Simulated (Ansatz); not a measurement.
# SrLiH3 (Pm-3m): a soft mode frozen in

Aim: this structure of SrLiH3 (Pm-3m) is to be tested for unstable modes, and one is followed downhill.

Method: DFT PBEsol, scalar-relativistic, plane waves, PAW, in Ansatz 0.2.0.

### Step 1. The system as given

The structure is cubic, space group Pm-3m (No. 221). Conventional cell: a = 4.592 Å, b = 4.592 Å, c = 4.592 Å, α = 90.00°, β = 90.00°, γ = 90.00°. Nearest to Li lie 12 H at 3.25 Å. Nearest to Sr lie 6 H at 2.30 Å. Nearest to H lie 2 Sr at 2.30 Å. Farther neighbours, and contacts between anions beyond the nearest, are not listed.

### Step 2. The dispersion

Stability and thermal properties need the whole zone. Linear response on a 2×2×2 q mesh gives force constants as far as a supercell of that size would, and the tensors from the zone-centre run are typed in so that the long-range dipole term is interpolated apart.

input.yaml reads:

```yaml
crystal:
  lattice:
    - [4.592489, 0.0, 0.0]
    - [0.0, 4.592489, 0.0]
    - [0.0, 0.0, 4.592489]
  atoms:
    - { symbol: Li, position: [0.0, 0.0, 0.0] }
    - { symbol: Sr, position: [0.5, 0.5, 0.5] }
    - { symbol: H, position: [0.0, 0.5, 0.5] }
    - { symbol: H, position: [0.5, 0.0, 0.5] }
    - { symbol: H, position: [0.5, 0.5, 0.0] }
kpoints:
  mp_grid: { grid: [6, 6, 6] }
hamiltonian:
  xc: pbesol
scf:
  occupations: { method: fixed }
output:
  eigenvalues: true
phonons:
  method: dfpt
  qmesh: [2, 2, 2]
  temperatures: { t_max: 1000, t_step: 50 }
  qpath:
    path:
      - [[0.0, 0.0, 0.0], [0.0, 0.5, 0.0], [0.5, 0.5, 0.0], [0.0, 0.0, 0.0], [0.5, 0.5, 0.5], [0.0, 0.5, 0.0]]
      - [[0.5, 0.5, 0.5], [0.5, 0.5, 0.0]]
    npoints: 10
  non_analytic_term:
    high_frequency_dielectric_tensor: [[3.8406, 0.0, 0.0], [0.0, 3.8406, 0.0], [0.0, 0.0, 3.8406]]
    born_effective_charges:
      - { species: Li, tensor: [[1.4248, 0.0, 0.0], [0.0, 1.4248, 0.0], [0.0, 0.0, 1.4248]] }
      - { species: Sr, tensor: [[1.5954, 0.0, 0.0], [0.0, 1.5954, 0.0], [0.0, 0.0, 1.5954]] }
      - { species: H, tensor: [[-0.9861, 0.0, 0.0], [0.0, -1.017, 0.0], [0.0, 0.0, -1.017]] }
      - { species: H, tensor: [[-1.017, 0.0, 0.0], [0.0, -0.9861, 0.0], [0.0, 0.0, -1.017]] }
      - { species: H, tensor: [[-1.017, 0.0, 0.0], [0.0, -1.017, 0.0], [0.0, 0.0, -0.9861]] }
    source: "zone-centre run at this cell"
```

Started as:

```bash
ansatz run input.yaml --threads 4 --pin off --max-ram 7168MiB --backend cpu --events-out ev --progress --plain --runs-dir out
```

The log of the run:

```text
Engine: ansatz 0.2.0, x86_64-unknown-linux-gnu
Pseudopotentials: kind: paw
Pseudopotential: Li, paw, valence charge 3, recommended cutoff 420 eV (normal), Li.paw.azcp
Pseudopotential: Sr, paw, valence charge 10, recommended cutoff 420 eV (normal), Sr.paw.azcp
Pseudopotential: H, paw, valence charge 1, recommended cutoff 420 eV (normal), H.paw.azcp
Functional definition: PBEsol
  exchange = pbesol_x
  correlation = pbesol_c
Crystal: 5 atoms, lattice volume = 96.860 Å³
Basis set: ecut = 420 eV, 1863 PW (Γ), exchange–correlation on 64×64×64 points (8 copies of the dense FFT grid, shifted against one another)
Bands: 13, of which v1, the nominal top of the filled ones, is band 8 counted from 1 (7 counted from 0)
Symmetry: 48 space group operations
k-points: 20 of 216
Non-local potential: Li, projectors of the file, l = 0: 3, l = 1: 2, l = 2: 1
Non-local potential: Sr, projectors of the file, l = 0: 3, l = 1: 2, l = 2: 2
Non-local potential: H, projectors of the file, l = 0: 2, l = 1: 1
PAW form: soft (Blöchl's): semilocal exchange-correlation on the pseudo side does not see the compensation charge
PAW frozen core: Sr, regenerated for the run's functional, and the local potential with it (the file was generated under x = pbe(κ = 0.804, μ = 0.219515), c = pbe(β = 0.066725))
PAW one-centre angular grid: Li, 110 points (default); XC on 64 Gauss nodes
PAW one-centre angular grid: Sr, 110 points (default); XC on 64 Gauss nodes
PAW one-centre angular grid: H, 110 points (default); XC on 64 Gauss nodes
Initial density: superposition of atomic densities (neutral atoms: chi_scale 0, normalization atom), corrected by the library's trained network
Initial wavefunctions: pseudopotential atomic-orbital guess
Functional: x = pbesol(κ = 0.804, μ = 0.123457), c = pbesol(β = 0.046)
SCF iter   1: F=—  HF=-3742.325666 eV  |F-HF|=—  |Δ(HF+E_count)|=         —  Δρ=6.22e-3  dr2=3.63e-2  ethr=1.77e-3  ⟨swp⟩=5.3  Hψ=1500  notcnv=0  defer=35
preconditioner: auto → Resta (q_TF=auto, 2.021 Å⁻¹)  ε∞=3.6  [insulator: Δε(μ)=1.554 eV  Ē_g=5.751 eV  n_scr=18 (ndim 8)  ℏωp=9.2 eV  f_vac=0.000  ε∞_Penn≈3.6]
SCF iter   2: F=—  HF=-3742.317500 eV  |F-HF|=—  |Δ(HF+E_count)|=   8.17e-3  Δρ=2.45e-3  dr2=6.57e-3  ethr=2.27e-4  ⟨swp⟩=1.6  Hψ=438  notcnv=0  defer=43
SCF iter   3: F=—  HF=-3742.316037 eV  |F-HF|=—  |Δ(HF+E_count)|=   1.46e-3  Δρ=2.49e-4  dr2=1.19e-4  ethr=4.11e-5  ⟨swp⟩=2.0  Hψ=347  notcnv=0  defer=50
SCF iter   4: F=—  HF=-3742.316090 eV  |F-HF|=—  |Δ(HF+E_count)|=   5.22e-5  Δρ=6.42e-5  dr2=3.24e-6  ethr=7.43e-7  ⟨swp⟩=2.8  Hψ=398  notcnv=0  defer=50
SCF iter   5: F=—  HF=-3742.316087 eV  |F-HF|=—  |Δ(HF+E_count)|=   2.74e-6  Δρ=1.38e-5  dr2=1.78e-7  ethr=2.02e-8  ⟨swp⟩=2.1  Hψ=327  notcnv=0  defer=34
SCF iter   6: F=—  HF=-3742.316090 eV  |F-HF|=—  |Δ(HF+E_count)|=   3.16e-6  Δρ=2.48e-6  dr2=8.90e-9  ethr=1.11e-9  ⟨swp⟩=2.8  Hψ=399  notcnv=0  defer=31
SCF iter   7: F=—  HF=-3742.316090 eV  |F-HF|=—  |Δ(HF+E_count)|=   2.54e-9  Δρ=5.83e-7  dr2=3.99e-10  ethr=5.56e-11  ⟨swp⟩=2.2  Hψ=344  notcnv=0  defer=31
SCF iter   8: F=—  HF=-3742.316090 eV  |F-HF|=—  |Δ(HF+E_count)|=  2.42e-10  Δρ=1.23e-7  dr2=1.14e-11  ethr=2.49e-12  ⟨swp⟩=2.0  Hψ=397  notcnv=0  defer=31
SCF iter   9: F=-3742.316090 eV  HF=-3742.316090 eV  |F-HF|=2.27e-12  |Δ(HF+E_count)|=  4.09e-12  Δρ=1.48e-8  dr2=2.30e-13  ethr=1.00e-12  ⟨swp⟩=12.8  Hψ=1859  notcnv=0
SCF 1 converged in 9 iterations: F = -3742.316090 eV  dr2 = 2.30e-13
  greatest PAW one-centre occupation: 0.999 electrons in one spin orbital (limit 2), on the Li atom at site 0 (counted from 0), in its partial waves of l = 0
NSCF: frozen V_eff on 20 k-points
NSCF: frozen V_eff on 64 k-points
DFPT response loops at q = (0, 0, 0) (fractional): preconditioner auto → none (the input reference at scf.mixing.eps_inf says where Resta's filter doesn't serve); β = 0.50; Broyden in place of MSR1
NSCF: frozen V_eff on 128 k-points
DFPT response loops at q = (0, 0, -0.5) (fractional): preconditioner auto → Resta (q_TF=auto, 2.021 Å⁻¹)  ε∞=6.0 (no band partly filled); β = 1.00, the filter's whole step (`scf.mixing.beta` (0.50) is not read by the response loops at its default; to damp them type it under 1.00, their step now; it binds the ground state too); Broyden in place of MSR1
NSCF: frozen V_eff on 128 k-points
DFPT response loops at q = (0, -0.5, -0.5) (fractional): mixed as the last ones told, above
NSCF: frozen V_eff on 128 k-points
DFPT response loops at q = (-0.5, -0.5, -0.5) (fractional): mixed as the last ones told, above
SCF converged after 9 iterations
Free energy (F): -3742.316090 eV
Harris-Foulkes:  -3742.316090 eV  (|F-HF|=2.27e-12)
Internal energy: -3742.316090 eV  (E = F + TS)
E sigma→0 (E₀):  -3742.316090 eV
Fermi energy:    0.728934 eV
--- Per-component energies (eV) ---
  E_band       = -243.608430
  E_kinetic    = 305.123314
  E_local      = -1029.271221  (includes V_loc(G=0)·N_el)
  E_nonlocal   = 174.396522
  E_hartree    = 284.475568
  E_xc         = -207.231194
  E_vxc        = -207.706138  (∫ρ·V_xc dr)
  E_paw        = -2665.373116  (= ΣΔE_a)
  E_vpaw       = -55.098702  (= ΣTr[D̂ρ^β])
  E_aug_tail   = -0.003344  (compensation charges beyond the density's cutoff)
  E_ewald      = -604.566967
  E_core_change = 0.134347  (= ΣΔE_core)
  E_smearing   = -0.000000  (= −TS)
  E_closure    = 0.000000  (closes the sum)
  Σ components = -3742.316090   (vs F -3742.316090, Δ=0.00e0)
--- Band table (eV; the first three rows and the last of 20) ---
  k-point 0: bands = [... 4 lower, -14.1345, -2.5208, -0.2760, -0.2760, 5.8719, 5.8719, 5.8719, 6.0188, ... 1 higher]
  k-point 1: bands = [... 4 lower, -14.1330, -2.3349, -0.2409, -0.2081, 4.9764, 5.6973, 5.6973, 6.7627, ... 1 higher]
  k-point 2: bands = [... 4 lower, -14.1302, -1.9098, -0.1685, -0.1486, 4.5404, 5.3997, 5.3997, 6.9868, ... 1 higher]
  k-point 19: bands = [... 4 lower, -14.2440, 0.7289, 0.7289, 0.7289, 2.9947, 2.9947, 2.9947, 5.1763, ... 1 higher]
--- Phonons (Γ-DFPT): 4 representative perturbations + reference (Σ response iterations 12) ---
  ASR residual: 3.960e-5 → 0.000e0 eV/Å²; symmetrization residual: 2.055e-7 eV/Å²
  ASR residual per site (eV/Å²): 9.90e-6 3.96e-5 3.34e-6 3.34e-6 3.34e-6
  Γ frequencies (cm⁻¹): -421.08 -421.08 -421.08 -418.92 -418.92 -418.92 0.00 0.00 0.00 241.57 241.57 241.57 1287.02 1287.02 1287.02
--- Phonons (arbitrary-q DFPT): 4 irreducible q on the 2×2×2 mesh ---
  q = [0.0000, 0.0000, 0.0000] (star 1, of the zone-centre solve; hermiticity 6.05e-8, symmetrization 5.50e-13): -421.08 -421.08 -421.08 -418.92 -418.92 -418.92 -0.00 -0.00 -0.00 241.57 241.57 241.57 1287.02 1287.02 1287.02
  q = [0.0000, 0.0000, -0.5000] (star 3, 9 solved perturbations in 504 linear systems a pass and spin channel, the states on 64 of 216 k-point pairs; hermiticity 1.19e-7, symmetrization 6.06e-8): -396.89 -396.89 -346.91 -346.91 -294.89 71.29 71.29 115.63 161.88 174.47 174.47 452.51 1286.28 1286.28 1362.50
  q = [0.0000, -0.5000, -0.5000] (star 3, 9 solved perturbations in 504 linear systems a pass and spin channel, the states on 64 of 216 k-point pairs; hermiticity 1.03e-7, symmetrization 5.21e-8): -553.34 -361.56 -361.56 -282.08 -282.08 -136.36 64.16 123.97 123.97 378.54 378.54 488.25 1285.64 1306.47 1375.62
  q = [-0.5000, -0.5000, -0.5000] (star 1, 4 solved perturbations in 184 linear systems a pass and spin channel, the states on 64 of 216 k-point pairs; hermiticity 6.54e-8, symmetrization 3.63e-8): -559.58 -559.58 -559.58 -280.42 -280.42 -280.42 149.24 149.24 149.24 522.60 522.60 522.60 1305.35 1305.35 1388.41
  sum rule: each row above includes the acoustic sum rule's correction from the zone centre's row sums; it moved no ω² by more than (0.95 cm⁻¹)²
  mesh force constants: q→R imaginary residual 6.74e-18; ASR residual 3.960e-5 → 0.000e0 eV/Å²; symmetrization residual 1.155e-14 eV/Å²
  interpolated dispersion: 63 rows × 15 modes
  density of states and harmonic sums: on the 14×14×14 q-mesh, interpolated from the force constants of a 2×2×2 supercell (with the dipole–dipole term of supplied tensors)
  largest difference from the sums on the solved wave vectors: F 7.02e-2 eV, S 1.08e-4 and C_V 3.63e-5 eV/K
  zero-point energy: 0.336933 eV/cell   skipped modes (ω ≤ 0): 669, of them read as no rigid motion or as one in doubt: 666 (5.569e0 modes/cell left out, lowest -559.58 cm⁻¹)   left out of the sums: 3.71e-1 of the cell's modes: C_V's classical limit lies that fraction below 3 k_B per atom; for a crystal, a wire or a layer, F and S can be off by more, and a phonons.interpolated_qmesh denser along its periods is the remedy for the sampling
```

Run time: 48 s. Hardware: 4 threads of AMD EPYC 9R45, shared host; peak memory 0.61 GiB.

Read from the output:

| Quantity | Value |
| --- | --- |
| gap on the k-mesh | 1.664 eV |
| volume per atom | 19.37 Å³ |
| sum-rule residual before enforcement | 3.96e-5 eV/Å² |
| lowest frequency on the path | -559.6 cm⁻¹ |
| point group | m-3m |
| highest frequency on path, mesh or solved points | 1388 cm⁻¹ |
| highest optical mode at the zone centre (no LO-TO term) | 1287 cm⁻¹ |
| lowest optical zone-centre mode | -421.1 cm⁻¹ |
| lowest mode on the q mesh (acoustic modes at Γ apart) | -559.6 cm⁻¹ |

Frequencies (cm⁻¹) solved at each irreducible wavevector; negative means imaginary. Frequencies by wavevector, by row:

| q in reciprocal lattice units | star | mode 1 | mode 2 | mode 3 | mode 4 | mode 13 | mode 14 | mode 15 |
| --- | --- | --- | --- | --- | --- | --- | --- | --- |
| 0 0 0 | 1 | -421.1 | -421.1 | -421.1 | -418.9 | 1287 | 1287 | 1287 |
| 0 0 -0.5 | 3 | -396.9 | -396.9 | -346.9 | -346.9 | 1286 | 1286 | 1362 |
| 0 -0.5 -0.5 | 3 | -553.3 | -361.6 | -361.6 | -282.1 | 1286 | 1306 | 1376 |
| -0.5 -0.5 -0.5 | 1 | -559.6 | -559.6 | -559.6 | -280.4 | 1305 | 1305 | 1388 |

Interpolated from a 2×2×2 q mesh, with the LO-TO term (at Γ the limit along the path). The phonon branches at the labelled points (cm⁻¹):

| point | branch 1 | branch 2 | branch 3 | branch 4 | branch 12 | branch 13 | branch 14 | branch 15 |
| --- | --- | --- | --- | --- | --- | --- | --- | --- |
| Γ | -421 | -421 | -421 | -419 | 411 | 1287 | 1287 | 1341 |
| halfway | -410 | -410 | -383 | -383 | 432 | 1287 | 1287 | 1352 |
| X | -397 | -397 | -347 | -347 | 452 | 1286 | 1286 | 1362 |
| halfway | -486 | -369 | -344 | -330 | 484 | 1286 | 1299 | 1366 |
| M | -553 | -362 | -362 | -282 | 488 | 1286 | 1306 | 1376 |
| halfway | -463 | -388 | -372 | -361 | 461 | 1286 | 1297 | 1356 |
| Γ | -421 | -421 | -421 | -419 | 411 | 1287 | 1287 | 1341 |
| halfway | -464 | -455 | -455 | -294 | 482 | 1296 | 1296 | 1360 |
| R | -560 | -560 | -560 | -280 | 523 | 1305 | 1305 | 1388 |
| halfway | -488 | -483 | -452 | -298 | 505 | 1296 | 1300 | 1371 |
| X | -397 | -397 | -347 | -347 | 452 | 1286 | 1286 | 1362 |
| jump to R | -560 | -560 | -560 | -280 | 523 | 1305 | 1305 | 1388 |
| halfway | -556 | -485 | -485 | -287 | 508 | 1297 | 1306 | 1380 |
| M | -553 | -362 | -362 | -282 | 488 | 1286 | 1306 | 1376 |

Symmetry leaves 4 wavevectors to solve. The lowest mode among them, the acoustic zeros apart, lies at q = (-0.5, -0.5, -0.5) and is imaginary, 559.6i cm⁻¹, so the energy falls along it.

### Step 3. The mode frozen in, largest atomic shift 0 Å

The mode followed lies at q = (0, -0.5, -0.5) with frequency 553.3i cm⁻¹, one of the unstable modes though not the softest. At small amplitude the pattern taken leaves space group no. 127 by a symmetry search on the positions. The undistorted cell that holds it gives the zero of energy on the same k mesh.

System of this step: SrLiH3. Symmetry: Pm-3m, No. 221, cubic system. The conventional cell has a = 4.592 Å, b = 4.592 Å, c = 4.592 Å, α = 90.00°, β = 90.00°, γ = 90.00°. Nearest to Li lie 12 H at 3.25 Å. Sr has 6 H at 2.30 Å nearest. Nearest to H lie 2 Sr at 2.30 Å. Nearest to H lie 2 Sr at 2.30 Å. Farther neighbours, and contacts between anions beyond the nearest, are not listed.

input.yaml reads:

```yaml
crystal:
  lattice:
    - [-4.592489, 0.0, 0.0]
    - [0.0, -4.592489, -4.592489]
    - [0.0, -4.592489, 4.592489]
  atoms:
    - { symbol: Li, position: [0.0, 0.5, 0.5] }
    - { symbol: Li, position: [0.0, 0.0, 0.0] }
    - { symbol: Sr, position: [0.5, 1.0, 0.5] }
    - { symbol: Sr, position: [0.5, 0.5, 0.0] }
    - { symbol: H, position: [0.0, 1.0, 0.5] }
    - { symbol: H, position: [0.0, 0.5, 0.0] }
    - { symbol: H, position: [0.5, 0.25, 0.75] }
    - { symbol: H, position: [0.5, 0.75, 0.25] }
    - { symbol: H, position: [0.5, 0.25, 0.25] }
    - { symbol: H, position: [0.5, 0.75, 0.75] }
kpoints:
  mp_grid: { grid: [6, 4, 4] }
hamiltonian:
  xc: pbesol
scf:
  occupations: { method: gaussian, width: 0.02 }
output:
  forces: true
  stress: true
  eigenvalues: true
```

The log of the run:

```text
[...]
Crystal: 10 atoms, lattice volume = 193.720 Å³
Basis set: ecut = 420 eV, 3787 PW (Γ), exchange–correlation on 64×90×90 points (8 copies of the dense FFT grid, shifted against one another)
Bands: 26, of which v1, the nominal top of the filled ones, is band 16 counted from 1 (15 counted from 0)
Symmetry: 32 space group operations
[...]
k-points: 24 of 96
[...]
k-point 0: bands = [... 12 lower, -0.2759, -0.2757, 0.2753, 0.2753, 2.3928, 5.8250, 5.8250, 5.8719, ... 5 higher]
  k-point 1: bands = [... 12 lower, -0.2230, -0.1991, 0.1060, 0.1906, 2.8354, 4.7994, 5.7203, 5.7242, ... 5 higher]
  k-point 2: bands = [... 12 lower, -0.0867, -0.0867, -0.0084, -0.0084, 3.7257, 3.7257, 5.6510, 5.6510, ... 5 higher]
  k-point 23: bands = [... 12 lower, 0.2750, 0.2750, 0.2753, 0.2753, 2.3928, 2.3928, 5.8250, 5.8250, ... 5 higher]
[key lines of the parts left out:]
SCF converged after 6 iterations
Free energy (F): -7484.631936 eV
Fermi energy:    1.560948 eV
P = ⅓ Tr σ = -0.0036 GPa (-0.036 kbar)
```

The job ended after 2 s (4 threads; peak memory 0.53 GiB; 3.7 s of CPU time).

Read from the output:

```yaml
pressure: -0.003567 GPa
energy_from_the_undistorted_cell: 0 meV/atom
```

At this level the gap is 1.66 eV on the k-mesh of the self-consistent run, which can miss the band edges.

### Step 4. The mode frozen in, largest atomic shift 0.6 Å

The atoms are moved along the unstable eigenvector, the largest shift by 0.6 Å, with the cell fixed.

input.yaml, the sections that differ from step 3:

```yaml
crystal:
  lattice:
    - [-4.592489, 0.0, 0.0]
    - [0.0, -4.592489, -4.592489]
    - [0.0, -4.592489, 4.592489]
  atoms:
    - { symbol: Li, position: [0.0, 0.5, 0.5] }
    - { symbol: Li, position: [0.0, 0.0, 0.0] }
    - { symbol: Sr, position: [0.5, 1.0, 0.5] }
    - { symbol: Sr, position: [0.5, 0.5, 0.0] }
    - { symbol: H, position: [0.0, 1.0, 0.5] }
    - { symbol: H, position: [0.0, 0.5, 0.0] }
    - { symbol: H, position: [0.5, 0.3153240541, 0.6846759459] }
    - { symbol: H, position: [0.5, 0.6846759459, 0.3153240541] }
    - { symbol: H, position: [0.5, 0.1846759459, 0.1846759459] }
    - { symbol: H, position: [0.5, 0.8153240541, 0.8153240541] }
# kpoints, hamiltonian, scf, output: as in step 3
```

The log of the run:

```text
[...]
Crystal: 10 atoms, lattice volume = 193.720 Å³
Basis set: ecut = 420 eV, 3787 PW (Γ), exchange–correlation on 64×90×90 points (8 copies of the dense FFT grid, shifted against one another)
Bands: 26, of which v1, the nominal top of the filled ones, is band 16 counted from 1 (15 counted from 0)
Symmetry: 16 space group operations
[...]
k-points: 24 of 96
[...]
k-point 0: bands = [... 12 lower, -0.5436, -0.3523, 0.3034, 0.3034, 3.0089, 5.1222, 5.1222, 5.8701, ... 5 higher]
  k-point 1: bands = [... 12 lower, -0.4634, -0.3137, 0.1788, 0.2151, 3.3478, 4.6597, 5.2704, 5.6949, ... 5 higher]
  k-point 2: bands = [... 12 lower, -0.2919, -0.2919, 0.0765, 0.0765, 3.9719, 3.9719, 5.6084, 5.6084, ... 5 higher]
  k-point 23: bands = [... 12 lower, -0.0414, -0.0414, 0.2059, 0.2059, 2.3963, 2.3963, 5.6952, 5.6952, ... 5 higher]
[key lines of the parts left out:]
SCF converged after 6 iterations
Free energy (F): -7485.217236 eV
Fermi energy:    1.576347 eV
P = ⅓ Tr σ = -1.1712 GPa (-11.712 kbar)
```

Elapsed: 2 s, on 4 threads; peak memory 0.54 GiB.

This step gave:

| Property | Result |
| --- | --- |
| pressure | -1.171 GPa |
| gap on the k-mesh | 1.640 eV |
| energy from the undistorted cell | -58.53 meV/atom |

The energy, extrapolated to zero smearing, is -58.53 meV/atom against the undistorted cell.

The run ends at a pressure of -1.17 GPa, with forces up to 0.32 eV/Å.

### Step 5. Energy along the mode, all amplitudes (two of the runs are shown above)

An imaginary frequency means negative curvature, so the energy should fall and then rise again as anharmonic terms take over.

This step gave:

| Quantity | Value |
| --- | --- |
| depth at the lowest point sampled | 58.53 meV/atom |
| largest atomic shift at that point | 0.6 Å |

Energy from the parent against largest atomic shift:

| largest atomic shift (Å) | energy from the parent (meV/atom) |
| --- | --- |
| 0.000 | 0 |
| 0.040 | -0.363 |
| 0.080 | -1.45 |
| 0.140 | -4.37 |
| 0.220 | -10.5 |
| 0.320 | -21.1 |
| 0.450 | -38.1 |
| 0.600 | -58.5 |

Displacement at unit largest shift by atom:

| atom | x (Å) | y (Å) | z (Å) | size |
| --- | --- | --- | --- | --- |
| Li1 | 0.00 | 0.00 | 0.00 | 0.00 |
| Li2 | 0.00 | 0.00 | 0.00 | 0.00 |
| Sr3 | 0.00 | 0.00 | 0.00 | 0.00 |
| Sr4 | 0.00 | 0.00 | 0.00 | 0.00 |
| H5 | 0.00 | 0.00 | 0.00 | 0.00 |
| H6 | 0.00 | 0.00 | 0.00 | 0.00 |
| H7 | 0.00 | 0.00 | -1.00 | 1.00 |
| H8 | 0.00 | 0.00 | 1.00 | 1.00 |
| H9 | 0.00 | 1.00 | 0.00 | 1.00 |
| H10 | 0.00 | -1.00 | 0.00 | 1.00 |

The energy still falls at the last step, so the rise lies beyond the steps tried.

(Continued in part 2 of 3.)

[Long decimals in the printed logs are rounded to 6 places.]

[Logs are printed without paths, hosts, clocks, repeated set-up lines and the standing remarks that a program may print on its own settings, such as how far it seeks lower states.]

[Hosts, paths, dates, database ids (printed as entryN), source tags and the programs' standing remarks are cut or masked in the printed files.]

[Where the starting crystal was built by hand or by swapping elements, it need not be the compound's stable phase.]
